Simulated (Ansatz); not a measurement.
**Te2Mo (P6_3/mmc): the HSE06 gap against the k mesh of the hybrid**

How far can the k mesh of the hybrid be lowered for the gap of Te2Mo (P6_3/mmc)?

Program: Ansatz 0.2.0. Level of theory: DFT, HSE06, plane waves, PAW. Results are calculated unless marked as measured.

## 1. Starting point

Symmetry: P6_3/mmc, No. 194, hexagonal system. Conventional cell: a = 3.518 Å, b = 3.518 Å, c = 13.974 Å, α = 90.00°, β = 90.00°, γ = 120.00°. Nearest to Te lie 3 Mo at 2.72 Å. Mo has 6 Te at 2.72 Å nearest. Farther neighbours and most contacts between anions are not listed.

The cell and positions come from the Crystallography Open Database and are kept as given unless a step says otherwise. Spin-orbit coupling is left out unless a step names it. The default PAW set here is soft_2. Its files were made with PBE.

## 2. k mesh of the hybrid: 3×3×1

input.yaml reads:

```yaml
crystal:
  lattice:
    - [3.5182, 0.0, 0.0]
    - [-1.7591, 3.0468505756, 0.0]
    - [0.0, 0.0, 13.9736]
  atoms:
    - { symbol: Te, position: [0.3333333333, 0.6666666667, 0.621] }
    - { symbol: Te, position: [0.6666666667, 0.3333333333, 0.121] }
    - { symbol: Te, position: [0.3333333333, 0.6666666667, 0.879] }
    - { symbol: Te, position: [0.6666666667, 0.3333333333, 0.379] }
    - { symbol: Mo, position: [0.3333333333, 0.6666666667, 0.25] }
    - { symbol: Mo, position: [0.6666666667, 0.3333333333, 0.75] }
kpoints:
  mp_grid: { grid: [3, 3, 1] }
  band_path:
    path:
      - [0.0, 0.0, 0.0]
      - [0.5, 0.0, 0.0]
      - [0.33333333, 0.33333333, 0.0]
      - [0.0, 0.0, 0.5]
      - [0.5, 0.0, 0.5]
      - [0.33333333, 0.33333333, 0.5]
      - [0.199999998, 0.199999998, 0.0]
    npoints: 1
hamiltonian:
  xc: hse06
scf:
  occupations: { method: fixed }
  n_extra_bands: 6
output:
  eigenvalues: true
```

Command:

```
$ ansatz run input.yaml --threads 3 --pin off --max-ram 64512MiB --backend cuda --events-out ev --progress --plain --runs-dir out --devices 1 --max-vram 24GiB  # rebuilt from the run's record
```

Numbers of over 12 decimals in the logs are rounded to 6 here.

What it wrote:

```text
scf.n_extra_bands = 6 over 46 filled bands (N_el = 92.0): the run solves 52 bands
exact exchange: scf.exx.singularity resolves to wigner_seitz, which cuts the screened interaction at the faces of the exchange supercell's Wigner-Seitz cell, so that each pair interacts once, at the shortest of its separations (the periodic images that this leaves out come, for a point-like exchange hole, to about 0.004 eV on a filled level). The cut falls within the interaction's reach, and what an exchange supercel [...]
GPUs: using 1 of 1 available (devices: 1).
Engine: ansatz 0.2.0, x86_64-unknown-linux-gnu
Pseudopotentials: kind: paw
Pseudopotential: Te, paw, valence charge 16, recommended cutoff 420 eV (normal), Te.paw.azcp
Pseudopotential: Mo, paw, valence charge 14, recommended cutoff 420 eV (normal), Mo.paw.azcp
Functional definition: HSE06
  parameter a = 0.25
  parameter omega = 0.11/bohr
  exchange = pbe_x - a*pbe_x_sr(omega) + a*exact_x_sr(omega)
  correlation = pbe_c
davidson cushion auto → on  (no smearing: the cushion is to keep the highest requested band from converging to the state above it; pin scf.eigensolver.cushion to override)
device memory: the entry about to start is reckoned to put 2.5 GiB on a device that reports 55.8 GiB free (of which the cap on the GPU budget leaves the run 24.0 GiB)
GPU FFT provider: cuFFT
GPU libraries: cuBLAS 13.8.2, cuFFT 12.4.0, cuSOLVER 12.3.4
Crystal: 6 atoms, lattice volume = 149.789 Å³
Basis set: ecut = 420 eV, 2909 PW (Γ)
Bands: 52, of which v1, the nominal top of the filled ones, is band 46 counted from 1 (45 counted from 0)
Symmetry: 24 space group operations
Space group: P63/mmc (ITA 194), of the structure as read, at distance tolerance 5.3e-5 Å
k-points: 3 of 9
Non-local potential: Te, projectors of the file, l = 0: 2, l = 1: 2, l = 2: 2, l = 3: 2
Non-local potential: Mo, projectors of the file, l = 0: 3, l = 1: 2, l = 2: 2, l = 3: 1
PAW form: soft (Blöchl's): semilocal exchange-correlation on the pseudo side does not see the compensation charge
PAW frozen core: Te, regenerated for the run's functional, and the local potential with it (the file was generated under x = pbe(κ = 0.804, μ = 0.219515), c = pbe(β = 0.066725))
PAW frozen core: Mo, regenerated for the run's functional, and the local potential with it (the file was generated under x = pbe(κ = 0.804, μ = 0.219515), c = pbe(β = 0.066725))
PAW one-centre angular grid: Te, 590 points (default); XC on 64 Gauss nodes
PAW one-centre angular grid: Mo, 590 points (default); XC on 64 Gauss nodes
Initial density: superposition of atomic densities (neutral atoms: chi_scale 0, normalization atom), corrected by the library's trained network
Initial wavefunctions: pseudopotential atomic-orbital guess
GPU buffer pool allocated for 55296 grid points (all kernels)
GPU transforms: local potential and band sums: pruned to the plane-wave sphere, on 24×24×96
Functional: x = pbe(κ = 0.804, μ = 0.219515), c = pbe(β = 0.066725), warm-up for x = pbe(κ = 0.804, μ = 0.219515) + 0.25 (exact − pbe) at short range (hse, ω = 0.207870 Å⁻¹), c = pbe(β = 0.066725); HSE06 as pw.x's `hse` composes it (authors' and Libxc's form: `xc: wpbeh`)
SCF iter   1: F=—  HF=-37833.550081 eV  |F-HF|=—  |Δ(HF+E_count)|=         —  Δρ=9.06e-3  dr2=2.26e-1  ethr=1.77e-3  ⟨swp⟩=5.0  Hψ=638  notcnv=0
preconditioner: auto → none  [insulator: Δε(μ)=0.984 eV  Ē_g=6.528 eV  n_scr=52 (ndim 8)  ℏωp=18.2 eV  f_vac=0.021]
SCF iter   2: F=—  HF=-37833.775441 eV  |F-HF|=—  |Δ(HF+E_count)|=   2.25e-1  Δρ=1.92e-2  dr2=2.21e0  ethr=2.45e-4  ⟨swp⟩=4.0  Hψ=426  notcnv=0  recentre
SCF iter   3: F=—  HF=-37833.533116 eV  |F-HF|=—  |Δ(HF+E_count)|=   2.42e-1  Δρ=4.71e-3  dr2=2.96e-2  ethr=2.45e-4  ⟨swp⟩=4.0  Hψ=401  notcnv=0
iter 4 solved again at ethr=7.79e-7 eV; its pass at ethr=3.21e-5 eV (dr2=7.17e-4 eV) is discarded
SCF iter   4: F=—  HF=-37833.535624 eV  |F-HF|=—  |Δ(HF+E_count)|=   2.51e-3  Δρ=9.55e-4  dr2=9.26e-4  ethr=7.79e-7  ⟨swp⟩=4.0  Hψ=838  notcnv=0
[...]
SCF iter   4: F=—  HF=-37855.260323 eV  |F-HF|=—  |Δ(HF+E_count)|=   1.54e-3  Δρ=4.41e-4  dr2=3.04e-4  ethr=7.63e-7  ⟨swp⟩=3.7  Hψ=447  notcnv=0
SCF iter   5: F=—  HF=-37855.261207 eV  |F-HF|=—  |Δ(HF+E_count)|=   8.84e-4  Δρ=3.08e-4  dr2=6.63e-4  ethr=8.46e-8  ⟨swp⟩=4.0  Hψ=484  notcnv=0
SCF iter   6: F=—  HF=-37855.261116 eV  |F-HF|=—  |Δ(HF+E_count)|=   9.10e-5  Δρ=8.62e-5  dr2=5.23e-5  ethr=8.46e-8  ⟨swp⟩=4.0  Hψ=407  notcnv=0
SCF iter   7: F=-37855.261111 eV  HF=-37855.261111 eV  |F-HF|=1.48e-8  |Δ(HF+E_count)|=   5.23e-6  Δρ=9.10e-6  dr2=3.60e-6  ethr=2.20e-8  ⟨swp⟩=3.0  Hψ=377  notcnv=0
SCF 2 stopped early in 7 iterations: F = -37855.261111 eV  dr2 = 3.60e-6
hybrid outer 1: dexx = +2.052e-2 eV, tail = 2.19e-4 eV
GPU FFT provider: cuFFT
GPU libraries: cuBLAS 13.8.2, cuFFT 12.4.0, cuSOLVER 12.3.4
GPU buffer pool allocated for 55296 grid points (all kernels)
GPU transforms: local potential and band sums: pruned to the plane-wave sphere, on 24×24×96
Exchange kernel: α = 0.2500, screened, ω = 0.2079 Å⁻¹, Wigner–Seitz truncation, v(0) = 940.0991 eV·Å³, q-mesh 3×3×1, nearest image of the exchange supercell L = 10.55 Å, pair-density grid 15×15×60, without the augmentation charges, whose exchange is taken in its separable form by FFT convolution over the k-point mesh (sized by the pseudopotential files, 24×24×96 at the most), smooth part of the exact exchange by density-matrix convolution in up to 817.8 MiB of GPU memory as planned if the GPU has room (build and FFT work areas not counted)
Frozen-core exchange: fock
SCF iter   1: F=—  HF=-37855.261251 eV  |F-HF|=—  |Δ(HF+E_count)|=         —  Δρ=8.99e-5  dr2=2.89e-5  ethr=1.19e-6  ⟨swp⟩=2.0  Hψ=345  notcnv=0
preconditioner: auto → none  [insulator: Δε(μ)=1.514 eV  Ē_g=7.631 eV  n_scr=52 (ndim 8)  ℏωp=18.2 eV  f_vac=0.018]
SCF iter   2: F=—  HF=-37855.261249 eV  |F-HF|=—  |Δ(HF+E_count)|=   2.49e-6  Δρ=4.51e-5  dr2=1.19e-5  ethr=2.92e-8  ⟨swp⟩=3.0  Hψ=383  notcnv=0
iter 3 solved again at ethr=1.39e-10 eV; its pass at ethr=1.07e-8 eV (dr2=1.28e-7 eV) is discarded
SCF iter   3: F=—  HF=-37855.261247 eV  |F-HF|=—  |Δ(HF+E_count)|=   1.28e-6  Δρ=7.06e-6  dr2=6.44e-7  ethr=1.39e-10  ⟨swp⟩=3.7  Hψ=783  notcnv=0
SCF iter   4: F=—  HF=-37855.261252 eV  |F-HF|=—  |Δ(HF+E_count)|=   4.53e-6  Δρ=1.38e-5  dr2=3.85e-7  ethr=1.32e-10  ⟨swp⟩=4.0  Hψ=507  notcnv=0
SCF iter   5: F=—  HF=-37855.261252 eV  |F-HF|=—  |Δ(HF+E_count)|=   1.01e-7  Δρ=3.21e-6  dr2=1.28e-7  ethr=1.32e-10  ⟨swp⟩=3.0  Hψ=423  notcnv=0
SCF iter   6: F=-37855.261252 eV  HF=-37855.261252 eV  |F-HF|=2.04e-8  |Δ(HF+E_count)|=   4.33e-7  Δρ=4.24e-6  dr2=3.88e-8  ethr=4.27e-11  ⟨swp⟩=4.0  Hψ=422  notcnv=0
SCF 3 converged in 6 iterations: F = -37855.261252 eV  dr2 = 3.88e-8
hybrid outer 2: dexx = +7.249e-6 eV, tail = 1.24e-7 eV, Δε = 2.63e-3 eV (about 1.22e-4 eV left of the loop's levels)
device memory: the entry about to start is reckoned to put 1.0 GiB on a device that reports 63.6 GiB free (of which the cap on the GPU budget leaves the run 24.0 GiB)
NSCF: frozen V_eff on 7 k-points
hybrid SCF converged: 2 outer / 13 inner (+5 warm-up), last move |dexx| = 7.25e-6 eV, tail = 1.24e-7 eV
Stability not checked: this state was not tested for a lower state beside it, because the functional holds exact exchange (a hybrid, or Hartree-Fock), whose exchange loop this test does not read (fock_operator; see scf.lower_state_search)
Free energy (F): -37855.261253 eV
Frozen-core exchange: fock
Harris-Foulkes:  -37855.261253 eV  (|F-HF|=2.04e-8)
Internal energy: -37855.261253 eV  (E = F + TS)
E sigma→0 (E₀):  -37855.261253 eV
Fermi energy:    12.261885 eV
--- Per-component energies (eV) ---
  E_band       = -1337.686608
  E_kinetic    = 1606.086750
  E_local      = -7375.381335  (includes V_loc(G=0)·N_el)
  E_nonlocal   = -961.368714
  E_hartree    = 4134.358745
  E_xc         = -696.240031
  E_vxc        = -701.163978  (∫ρ·V_xc dr)
  E_exx        = -264.805747  (= α·E_x^exact, valence–valence)
  E_paw        = -24979.687363  (= ΣΔE_a)
  E_vpaw       = -1644.966592  (= ΣTr[D̂ρ^β])
  E_aug_tail   = -0.000615  (compensation charges beyond the density's cutoff)
  E_ewald      = -9316.621616
  E_core_change = -1.601326  (= ΣΔE_core)
  E_smearing   = -0.000000  (= −TS)
  E_closure    = -0.000000  (closes the sum)
  Σ components = -37855.261253   (vs F -37855.261253, Δ=-7.28e-12)
--- Band table (eV) ---
  k-point 0: bands = [... 42 lower, 11.0561, 11.1067, 11.6801, 12.2619, 15.6642, 15.6642, 15.8036, 15.8036, ... 2 higher]
  k-point 1: bands = [... 42 lower, 10.8235, 11.0650, 11.1455, 11.3191, 13.8633, 14.2243, 14.4727, 14.4974, ... 2 higher]
  k-point 2: bands = [... 42 lower, 10.0443, 10.0443, 11.9457, 12.2084, 13.7753, 13.7753, 13.8090, 14.9656, ... 2 higher]
```

Run time: 8.6 s. Hardware: 1 × NVIDIA H100 80GB HBM3 (shared by 3 runs) with 3 threads of AMD EPYC 7R13 (Zen 3), shared host; peak memory 1.1 GiB; 15 s of CPU time.

The column dr2 measures how far the density is from self-consistency, as an energy; F and HF (Harris–Foulkes) agree once it is small.

This step gave:

| Item | Value |
| --- | --- |
| gap | 1.083 eV |
| valence top at | Γ |
| conduction bottom at | k = (0.200, 0.200, 0.000) |
| least direct gap | 1.567 eV |
| exact-exchange fraction | 0.25 |

The gap is indirect, with the least direct gap 0.48 eV higher.

## 3. k mesh of the hybrid: 6×6×2

input.yaml, as its differences from that of step 2:

```diff
@@ -13,3 +13,3 @@
 kpoints:
-  mp_grid: { grid: [3, 3, 1] }
+  mp_grid: { grid: [6, 6, 2] }
   band_path:
```

What it wrote:

```text
[...]
GPUs: using 1 of 1 available (devices: 1).
[...]
GPU FFT provider: cuFFT
GPU libraries: cuBLAS 13.8.2, cuFFT 12.4.0, cuSOLVER 12.3.4
Crystal: 6 atoms, lattice volume = 149.789 Å³
Basis set: ecut = 420 eV, 2909 PW (Γ)
Bands: 52, of which v1, the nominal top of the filled ones, is band 46 counted from 1 (45 counted from 0)
[... 1 set-up line as in the run before ...]
[...]
k-points: 14 of 72
[...]
Fermi energy:    12.167355 eV
[...]
--- Band table (eV; the first three rows and the last of 14) ---
  k-point 0: bands = [... 42 lower, 11.0116, 11.0116, 11.7098, 12.1674, 15.6545, 15.6545, 15.7984, 15.7984, ... 2 higher]
  k-point 1: bands = [... 42 lower, 10.9905, 10.9905, 12.0515, 12.0515, 15.6949, 15.6949, 15.6949, 15.6949, ... 2 higher]
  k-point 2: bands = [... 42 lower, 10.7521, 11.0441, 11.6609, 11.7678, 14.4965, 14.7933, 14.8039, 15.0640, ... 2 higher]
  k-point 13: bands = [... 42 lower, 9.8599, 9.8599, 11.9608, 11.9608, 13.5775, 13.5775, 14.2826, 14.2826, ... 2 higher]
[key lines of the parts left out:]
Free energy (F): -37855.111714 eV
```

Wall time 27 s (1 × NVIDIA H100 80GB HBM3 (shared by 3 runs) with 3 threads); peak memory 1.5 GiB.

This step gave:

```yaml
gap: 1.108 eV
valence_top_at: Γ
conduction_bottom_at: k = (0.200, 0.200, 0.000)
least_direct_gap: 1.458 eV
```

The gap is 1.108 eV, +0.025 eV from the run before at this level.

## 4. The series

Differences are against the last row; a negative gap means that bands overlap, and a run with a band path holds that path's time. Times are wall times on 1 × NVIDIA H100 80GB HBM3 (shared by 3 runs) with 3 threads of AMD EPYC 7R13 (Zen 3), shared host, good to a factor of about two.

| k mesh of the hybrid | gap (eV) | direct gap (eV) | gap error (eV) | energy error (meV/atom) | irreducible k | time |
| --- | --- | --- | --- | --- | --- | --- |
| 3×3×1 | 1.083 | 1.567 | −0.025 | −24.9 | 3 | 8.6 s |
| 6×6×2 | 1.108 | 1.458 | +0.000 | +0.0 | 14 | 27 s |

## 5. What came out

| Property | Result |
| --- | --- |
| 3×3×1 | 1.083 eV |
| 6×6×2 | 1.108 eV |

The gap holds to 0.02 eV from 6×6×2 on, the last run itself, so the series does not show convergence. At 3×3×1 the gap is off by −0.025 eV and the energy by −25 meV/atom. The gap is read over the mesh and added points near the edges, so meshes differ mainly through the density and, for a hybrid, the exchange operator.

[Paths, hosts, dates, memory and timing lines, banners, echoed tables and standing remarks are left out of the program output.]

[Logs are printed without paths, hosts, clocks, repeated set-up lines and the standing remarks that a program may print on its own settings, such as how far it seeks lower states.]

[Runs of the session that timed out or met a known fault of the program may be left out.]

[Cells called generated may have been cut or substituted from an entry of the Crystallography Open Database or the Materials Project.]

[Hosts, paths, dates, database ids (printed as entryN), source tags and the programs' standing remarks are cut or masked in the printed files.]
